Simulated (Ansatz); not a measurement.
An input for Ansatz 0.2.0 (Ta2O5 (P2/m)):

```yaml
crystal:
  lattice:
    - [3.8414080139, 0.0, 0.0]
    - [0.0, 3.86271575, 0.0]
    - [-1.8189421445, 0.0, 6.5289594201]
  atoms:
    - { symbol: Ta, position: [0.64953073, 0.0, 0.79131453] }
    - { symbol: Ta, position: [0.35046927, 0.0, 0.20868547] }
    - { symbol: O, position: [0.6621243, 0.5, 0.79832929] }
    - { symbol: O, position: [0.3378757, 0.5, 0.20167071] }
    - { symbol: O, position: [0.18976057, 0.0, 0.87062125] }
    - { symbol: O, position: [0.81023943, 0.0, 0.12937875] }
    - { symbol: O, position: [0.5, 0.0, 0.5] }
kpoints:
  mp_grid: { grid: [4, 4, 2] }
  band_path:
    path:
      - [0.0, 0.0, 0.0]
      - [0.0, 0.5, 0.0]
      - [0.0, 0.5, 0.5]
      - [0.0, 0.0, 0.5]
      - [-0.5, 0.0, 0.5]
      - [-0.5, 0.5, 0.5]
      - [-0.5, 0.5, 0.0]
      - [-0.5, 0.0, 0.0]
    npoints: 1
hamiltonian:
  xc: pbe0
  pseudopotentials: { kind: paw, azcp: { folder: soft_1 } }
scf:
  occupations: { method: fixed }
  n_extra_bands: 6
output:
  eigenvalues: true
```

```sh
ansatz run input.yaml --threads 3 --pin off --max-ram 92160MiB --backend cuda --events-out ev --progress --plain --runs-dir out --devices 1 --max-vram 13GiB
```

Q: Estimate wall time and host memory on 1 × NVIDIA H100 80GB HBM3 (shared by 6 runs) with 3 threads of AMD EPYC 7R13 (Zen 3), shared host.

It took 18 s; on shared hardware allow 9.2 s to 37 s. Peak host memory was 1.2 GiB. The sizes that set the cost: 1913 plane waves a state, 18 irreducible k points and 17 SCF cycles.

Exact exchange couples every pair of k points and filled bands, so it costs far more than a semilocal run.

[Paths, hosts, dates, memory and timing lines, banners, echoed tables and standing remarks are left out of the program output.]

[Logs are printed without paths, hosts, clocks, repeated set-up lines and the standing remarks that a program may print on its own settings, such as how far it seeks lower states.]

[Runs of the session that timed out or met a known fault of the program may be left out.]

[Cells called generated may have been cut or substituted from an entry of the Crystallography Open Database or the Materials Project.]

[Hosts, paths, dates, database ids (printed as entryN), source tags and the programs' standing remarks are cut or masked in the printed files.]
